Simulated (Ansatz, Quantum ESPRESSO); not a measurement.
# From contact to tunnelling: a Pt chain with one bond drawn out, part 2 of 5

Wanted: T at the Fermi level along a series, and its decay constant, for a Pt chain with one bond drawn out.

Quantum ESPRESSO 7.5; plane-wave DFT, PBE, GBRV ultrasoft pseudopotentials; cross-check by Ansatz 0.2.0 with PAW datasets.

So far. Step 2 (Ground state, 0.3 Å): The run needed 19 iterations to bring the estimated error under 1e-07 Ry; the largest force on any atom, held or free, is 1.17 eV/Å.

### Step 3. The open system, 0.3 Å

Level of this step: transmission by pwcond, lead and junction from one cell; plane-wave DFT, PBE, GBRV ultrasoft pseudopotentials (Quantum ESPRESSO).

prefixt takes both regions from one run: the lead from 0 to bdl, the scattering region from bdl to bds (units of alat). ikind = 1 puts the same lead on both sides. The program's T_tot counts both spins in a run without spin; the tables below give T per spin.

Contents of j0.cond.in:

```
&inputcond
  outdir = './out'
  prefixt = 'j0.scf'
  tran_file = 'j0.cond.dat'
  bdl = 0.6400000000
  bds = 4.5200000000
  ikind = 1
  ewind = 4.0
  epsproj = 1e-05
  nz1 = 7
  energy0 = 2.0
  denergy = -0.1
/
1
  0.00000000 0.00000000 1.00000000
41
```

On the command line:

```bash
$ OMP_NUM_THREADS=1 mpirun -n 8 pwcond.x -in j0.cond.in > j0.cond.out
```

Output:

```text
[banner, memory and clock lines left out]
Program PWCOND v.7.5 starts

          URL

     ./out/j0.scf.save/

     IMPORTANT: XC functional enforced from input :
     Exchange-correlation= PBE
                           (   1   4   3   4   0   0   0)
     Any further DFT definition will be discarded
     Please, verify this is what you really want

     negative rho (up, down):  2.509E+00 0.000E+00
     Reading collected, re-writing distributed wavefunctions

===== INPUT FILE containing all the regions =====

     GEOMETRY:

     lattice parameter (alat)  =      14.1729  a.u.
     the volume                =   12868.2303 (a.u.)^3
     the cross section         =     200.8724 (a.u.)^2
     l of the unit cell        =       4.5200 (alat)
     number of atoms/cell      =           14
     number of atomic types    =            1

     crystal axes: (cart. coord. in units of alat)
               a(1) = (  1.0000  0.0000  0.0000 )
               a(2) = (  0.0000  1.0000  0.0000 )
               a(3) = (  0.0000  0.0000  4.5200 )

   Cartesian axes

     site n.     atom                  positions (alat units)
          1        Pt     tau(  1)=(  0.5000  0.5000  4.5200  )
          2        Pt     tau(  2)=(  0.5000  0.5000  0.3200  )
          3        Pt     tau(  3)=(  0.5000  0.5000  0.6400  )
          4        Pt     tau(  4)=(  0.5000  0.5000  0.9600  )
          5        Pt     tau(  5)=(  0.5000  0.5000  1.2800  )
          6        Pt     tau(  6)=(  0.5000  0.5000  1.6000  )
          7        Pt     tau(  7)=(  0.5000  0.5000  1.9200  )
          8        Pt     tau(  8)=(  0.5000  0.5000  2.2800  )
          9        Pt     tau(  9)=(  0.5000  0.5000  2.6000  )
         10        Pt     tau( 10)=(  0.5000  0.5000  2.9200  )
         11        Pt     tau( 11)=(  0.5000  0.5000  3.2400  )
         12        Pt     tau( 12)=(  0.5000  0.5000  3.5600  )
         13        Pt     tau( 13)=(  0.5000  0.5000  3.8800  )
         14        Pt     tau( 14)=(  0.5000  0.5000  4.2000  )

     nr1s                      =           54
     nr2s                      =           54
     nr3s                      =          240
     nr1sx                     =           54
     nr2sx                     =           54
     nr3sx                     =          240
     nr1                       =           60
     nr2                       =           60
     nr3                       =          270
     nr1x                      =           60
     nr2x                      =           60
     nr3x                      =          270

 _______________________________
  Radii of nonlocal spheres:

     type       ibeta     ang. mom.          radius (alat units)
       Pt         1         0                    0.1753
       Pt         2         0                    0.1753
       Pt         3         1                    0.1753
       Pt         4         1                    0.1753
       Pt         5         2                    0.1753
       Pt         6         2                    0.1753
----- General information -----

--- T calc. with identical leads (ikind=1) ---

     nrx                       =           54
     nry                       =           54
     nz1                       =            7

     energy0               =         2.0E+00
     denergy               =        -1.0E-01
     nenergy               =         41
     ecut2d                =         3.4E+01
     ewind                 =         4.0E+00
     epsproj               =         1.0E-05

     number of k_|| points=    1
                       cryst. coord.
        k(    1) = (   0.0000000   0.0000000), wk =   1.0000000
----- Information about left/right lead -----

     nocros                   =           18
     noins                    =           18
     norb                     =           54
     norbf                    =          234
     nrz                      =           34

      iorb      type   ibeta   ang. mom.   m       position (alat)
        1        1       1        0        1   taunew(   1)=(  0.5000  0.5000  0.0000)
        2        1       2        0        1   taunew(   2)=(  0.5000  0.5000  0.0000)
        3        1       3        1        1   taunew(   3)=(  0.5000  0.5000  0.0000)
        4        1       3        1        2   taunew(   4)=(  0.5000  0.5000  0.0000)
        5        1       3        1        3   taunew(   5)=(  0.5000  0.5000  0.0000)
        6        1       4        1        1   taunew(   6)=(  0.5000  0.5000  0.0000)
        7        1       4        1        2   taunew(   7)=(  0.5000  0.5000  0.0000)
        8        1       4        1        3   taunew(   8)=(  0.5000  0.5000  0.0000)
        9        1       5        2        1   taunew(   9)=(  0.5000  0.5000  0.0000)
       10        1       5        2        2   taunew(  10)=(  0.5000  0.5000  0.0000)
       11        1       5        2        3   taunew(  11)=(  0.5000  0.5000  0.0000)
       12        1       5        2        4   taunew(  12)=(  0.5000  0.5000  0.0000)
       13        1       5        2        5   taunew(  13)=(  0.5000  0.5000  0.0000)
       14        1       6        2        1   taunew(  14)=(  0.5000  0.5000  0.0000)
       15        1       6        2        2   taunew(  15)=(  0.5000  0.5000  0.0000)
       16        1       6        2        3   taunew(  16)=(  0.5000  0.5000  0.0000)
       17        1       6        2        4   taunew(  17)=(  0.5000  0.5000  0.0000)
       18        1       6        2        5   taunew(  18)=(  0.5000  0.5000  0.0000)
       19        1       1        0        1   taunew(  19)=(  0.5000  0.5000  0.3200)
       20        1       2        0        1   taunew(  20)=(  0.5000  0.5000  0.3200)
       21        1       3        1        1   taunew(  21)=(  0.5000  0.5000  0.3200)
       22        1       3        1        2   taunew(  22)=(  0.5000  0.5000  0.3200)
       23        1       3        1        3   taunew(  23)=(  0.5000  0.5000  0.3200)
       24        1       4        1        1   taunew(  24)=(  0.5000  0.5000  0.3200)
       25        1       4        1        2   taunew(  25)=(  0.5000  0.5000  0.3200)
       26        1       4        1        3   taunew(  26)=(  0.5000  0.5000  0.3200)
       27        1       5        2        1   taunew(  27)=(  0.5000  0.5000  0.3200)
       28        1       5        2        2   taunew(  28)=(  0.5000  0.5000  0.3200)
       29        1       5        2        3   taunew(  29)=(  0.5000  0.5000  0.3200)
       30        1       5        2        4   taunew(  30)=(  0.5000  0.5000  0.3200)
       31        1       5        2        5   taunew(  31)=(  0.5000  0.5000  0.3200)
[...]
227        1       5        2        3   taunew( 227)=(  0.5000  0.5000  3.8800)
      228        1       5        2        4   taunew( 228)=(  0.5000  0.5000  3.8800)
      229        1       5        2        5   taunew( 229)=(  0.5000  0.5000  3.8800)
      230        1       6        2        1   taunew( 230)=(  0.5000  0.5000  3.8800)
      231        1       6        2        2   taunew( 231)=(  0.5000  0.5000  3.8800)
      232        1       6        2        3   taunew( 232)=(  0.5000  0.5000  3.8800)
      233        1       6        2        4   taunew( 233)=(  0.5000  0.5000  3.8800)
      234        1       6        2        5   taunew( 234)=(  0.5000  0.5000  3.8800)
 ngper, shell number =          545          70
 ngper, n2d =          545         149
---  E-Ef =    2.0000000  k =    0.0000000   0.0000000
---  ie =          1  ik =          1
 Nchannels of the left tip =            1
 Right moving states:
   k1(2pi/a)   k2(2pi/a)   E-Ef (eV)
  -0.2472183   0.0000153   2.0000000
 Left moving states:
   k1(2pi/a)   k2(2pi/a)   E-Ef (eV)
   0.2472183   0.0000153   2.0000000

 to transmit
 Band j to band i transmissions and reflections:
    j         i     |T_ij|^2    |R_ij|^2

    1 -->     1     0.99529     0.00471
   Total T_j, R_j =    0.99529  0.00471

E-Ef(ev), T(x2 spins) =    2.0000000   1.9905741
---  E-Ef =    1.9000000  k =    0.0000000   0.0000000
---  ie =          2  ik =          1
 Nchannels of the left tip =            1
 Right moving states:
   k1(2pi/a)   k2(2pi/a)   E-Ef (eV)
  -0.2537161   0.0000155   1.9000000
 Left moving states:
   k1(2pi/a)   k2(2pi/a)   E-Ef (eV)
   0.2537161   0.0000155   1.9000000

 to transmit
 Band j to band i transmissions and reflections:
    j         i     |T_ij|^2    |R_ij|^2

    1 -->     1     0.99500     0.00500
   Total T_j, R_j =    0.99500  0.00500

E-Ef(ev), T(x2 spins) =    1.9000000   1.9899919
---  E-Ef =    1.8000000  k =    0.0000000   0.0000000
---  ie =          3  ik =          1
 Nchannels of the left tip =            1
 Right moving states:
   k1(2pi/a)   k2(2pi/a)   E-Ef (eV)
  -0.2602721   0.0000158   1.8000000
 Left moving states:
   k1(2pi/a)   k2(2pi/a)   E-Ef (eV)
   0.2602721   0.0000158   1.8000000

 to transmit
 Band j to band i transmissions and reflections:
    j         i     |T_ij|^2    |R_ij|^2

    1 -->     1     0.99471     0.00529
   Total T_j, R_j =    0.99471  0.00529

E-Ef(ev), T(x2 spins) =    1.8000000   1.9894245
[... further energies and points left out ...]
---  E-Ef =   -1.8000000  k =    0.0000000   0.0000000
---  ie =         39  ik =          1
 Nchannels of the left tip =            3
 Right moving states:
   k1(2pi/a)   k2(2pi/a)   E-Ef (eV)
  -0.4274156   0.0000074  -1.8000000
  -0.4574140   0.0000026  -1.8000000
  -0.4574140   0.0000026  -1.8000000
 Left moving states:
   k1(2pi/a)   k2(2pi/a)   E-Ef (eV)
   0.4274156   0.0000074  -1.8000000
   0.4574140   0.0000026  -1.8000000
   0.4574140   0.0000026  -1.8000000

 to transmit
 Band j to band i transmissions and reflections:
    j         i     |T_ij|^2    |R_ij|^2

    1 -->     1     0.90741     0.09259
    1 -->     2     0.00000     0.00000
    1 -->     3     0.00000     0.00000
   Total T_j, R_j =    0.90741  0.09259

    2 -->     1     0.00000     0.00000
    2 -->     2     0.66726     0.01605
    2 -->     3     0.00000     0.31669
   Total T_j, R_j =    0.66726  0.33274

    3 -->     1     0.00000     0.00000
    3 -->     2     0.00000     0.31669
    3 -->     3     0.66726     0.01605
   Total T_j, R_j =    0.66726  0.33274

E-Ef(ev), T(x2 spins) =   -1.8000000   4.4838619
---  E-Ef =   -1.9000000  k =    0.0000000   0.0000000
---  ie =         40  ik =          1
 Nchannels of the left tip =            3
 Right moving states:
   k1(2pi/a)   k2(2pi/a)   E-Ef (eV)
  -0.4352959   0.0000078  -1.9000000
  -0.4724890   0.0000025  -1.9000000
  -0.4724890   0.0000025  -1.9000000
 Left moving states:
   k1(2pi/a)   k2(2pi/a)   E-Ef (eV)
   0.4352959   0.0000078  -1.9000000
   0.4724890   0.0000025  -1.9000000
   0.4724890   0.0000025  -1.9000000

 to transmit
 Band j to band i transmissions and reflections:
    j         i     |T_ij|^2    |R_ij|^2

    1 -->     1     0.90188     0.09812
    1 -->     2     0.00000     0.00000
    1 -->     3     0.00000     0.00000
   Total T_j, R_j =    0.90188  0.09812

    2 -->     1     0.00000     0.00000
    2 -->     2     0.64090     0.01752
    2 -->     3     0.00000     0.34157
   Total T_j, R_j =    0.64090  0.35910

    3 -->     1     0.00000     0.00000
    3 -->     2     0.00000     0.34157
    3 -->     3     0.64090     0.01752
   Total T_j, R_j =    0.64090  0.35910

E-Ef(ev), T(x2 spins) =   -1.9000000   4.3673805
---  E-Ef =   -2.0000000  k =    0.0000000   0.0000000
---  ie =         41  ik =          1
 Nchannels of the left tip =            3
 Right moving states:
   k1(2pi/a)   k2(2pi/a)   E-Ef (eV)
  -0.4430842   0.0000081  -2.0000000
  -0.4878189   0.0000025  -2.0000000
  -0.4878189   0.0000025  -2.0000000
 Left moving states:
   k1(2pi/a)   k2(2pi/a)   E-Ef (eV)
   0.4430842   0.0000081  -2.0000000
   0.4878189   0.0000025  -2.0000000
   0.4878189   0.0000025  -2.0000000

 to transmit
 Band j to band i transmissions and reflections:
    j         i     |T_ij|^2    |R_ij|^2

    1 -->     1     0.89698     0.10302
    1 -->     2     0.00000     0.00000
    1 -->     3     0.00000     0.00000
   Total T_j, R_j =    0.89698  0.10302

    2 -->     1     0.00000     0.00000
    2 -->     2     0.61247     0.01963
    2 -->     3     0.00000     0.36790
   Total T_j, R_j =    0.61247  0.38753

    3 -->     1     0.00000     0.00000
    3 -->     2     0.00000     0.36790
    3 -->     3     0.61247     0.01963
   Total T_j, R_j =    0.61247  0.38753

E-Ef(ev), T(x2 spins) =   -2.0000000   4.2438494
   T_tot     2.00000      0.19906E+01
   T_tot     1.90000      0.19900E+01
   T_tot     1.80000      0.19894E+01
   T_tot     1.70000      0.19889E+01
   T_tot     1.60000      0.19883E+01
   T_tot     1.50000      0.19878E+01
   T_tot     1.40000      0.19873E+01
   T_tot     1.30000      0.19868E+01
   T_tot     1.20000      0.19864E+01
   T_tot     1.10000      0.19860E+01
   T_tot     1.00000      0.19856E+01
   T_tot     0.90000      0.19853E+01
   T_tot     0.80000      0.19851E+01
   T_tot     0.70000      0.39877E+01
   T_tot     0.60000      0.49606E+01
   T_tot     0.50000      0.52408E+01
   T_tot     0.40000      0.53925E+01
   T_tot     0.30000      0.55245E+01
   T_tot     0.20000      0.71652E+01
   T_tot     0.10000      0.74775E+01
   T_tot    -0.00000      0.76138E+01
   T_tot    -0.10000      0.75834E+01
   T_tot    -0.20000      0.74329E+01
   T_tot    -0.30000      0.72258E+01
   T_tot    -0.40000      0.70135E+01
   T_tot    -0.50000      0.92520E+01
   T_tot    -0.60000      0.89687E+01
   T_tot    -0.70000      0.84719E+01
   T_tot    -0.80000      0.79720E+01
   T_tot    -0.90000      0.72421E+01
   T_tot    -1.00000      0.66793E+01
   T_tot    -1.10000      0.63683E+01
   T_tot    -1.20000      0.59698E+01
   T_tot    -1.30000      0.54291E+01
   T_tot    -1.40000      0.52598E+01
   T_tot    -1.50000      0.50061E+01
   T_tot    -1.60000      0.47202E+01
   T_tot    -1.70000      0.45918E+01
   T_tot    -1.80000      0.44839E+01
   T_tot    -1.90000      0.43674E+01
   T_tot    -2.00000      0.42438E+01

Note: The following floating-point exceptions are signalling: IEEE_UNDERFLOW_FLAG IEEE_DENORMAL
Note: The following floating-point exceptions are signalling: IEEE_UNDERFLOW_FLAG IEEE_DENORMAL
Note: The following floating-point exceptions are signalling: IEEE_UNDERFLOW_FLAG IEEE_DENORMAL
Note: The following floating-point exceptions are signalling: IEEE_UNDERFLOW_FLAG IEEE_DENORMAL
Note: The following floating-point exceptions are signalling: IEEE_UNDERFLOW_FLAG IEEE_DENORMAL
Note: The following floating-point exceptions are signalling: IEEE_UNDERFLOW_FLAG IEEE_DENORMAL
Note: The following floating-point exceptions are signalling: IEEE_UNDERFLOW_FLAG IEEE_DENORMAL
Note: The following floating-point exceptions are signalling: IEEE_UNDERFLOW_FLAG IEEE_DENORMAL
```

The job ended after 1.7 min (8 MPI ranks of AMD EPYC 7B13 (Zen 3), shared host; peak memory 0.96 GiB; 14 min of CPU time).

Read from the output:

```
lead channels at the Fermi level, one spin : 4
transmission at the Fermi level, one spin  : 3.807
conductance                                : 3.807 G₀
```

Per spin. Open channels against energy, zero at the Fermi level:

energy (eV), open channels and a bar from the least value:
```
    -2.00       3.00 ############
    -1.90       3.00 ############
    -1.70       3.00 ############
    -1.60       3.00 ############
    -1.40       6.00 ##############################
    -1.30       6.00 ##############################
    -1.20       6.00 ##############################
    -1.00       6.00 ##############################
    -0.90       6.00 ##############################
    -0.80       6.00 ##############################
    -0.60       6.00 ##############################
    -0.50       6.00 ##############################
    -0.30       4.00 ##################
    -0.20       4.00 ##################
    -0.10       4.00 ##################
     0.00       4.00 ##################
     0.10       4.00 ##################
     0.20       4.00 ##################
     0.30       3.00 ############
     0.50       3.00 ############
     0.60       3.00 ############
     0.80       1.00 
     0.90       1.00 
     1.00       1.00 
     1.20       1.00 
     1.30       1.00 
     1.40       1.00 
     1.60       1.00 
     1.70       1.00 
     1.90       1.00 
     2.00       1.00
```

Per spin. The transmission by energy, zero at the Fermi level:

```csv
energy (eV),transmission
-2.00,2.12
-1.80,2.24
-1.60,2.36
-1.40,2.63
-1.20,2.98
-1.00,3.34
-0.90,3.62
-0.70,4.24
-0.50,4.63
-0.30,3.61
-0.10,3.79
0.00,3.81
0.10,3.74
0.30,2.76
0.50,2.62
0.70,1.99
0.90,0.993
1.00,0.993
1.20,0.993
1.40,0.994
1.60,0.994
1.80,0.995
2.00,0.995
```

The run is unpolarised; a magnetic state was not tried, may lie lower and would change T.

(Continued in part 3 of 5.)

[Logs are printed without paths, hosts, clocks, repeated set-up lines and the standing remarks that a program may print on its own settings, such as how far it seeks lower states.]

[Hosts, paths, dates, database ids (printed as entryN), source tags and the programs' standing remarks are cut or masked in the printed files.]

[Maps of the electrostatic potential energy from Ansatz leave out the sawtooth potential of an applied field or a dipole correction, so their vacuum need not be flat; planar profiles and work functions include it.]
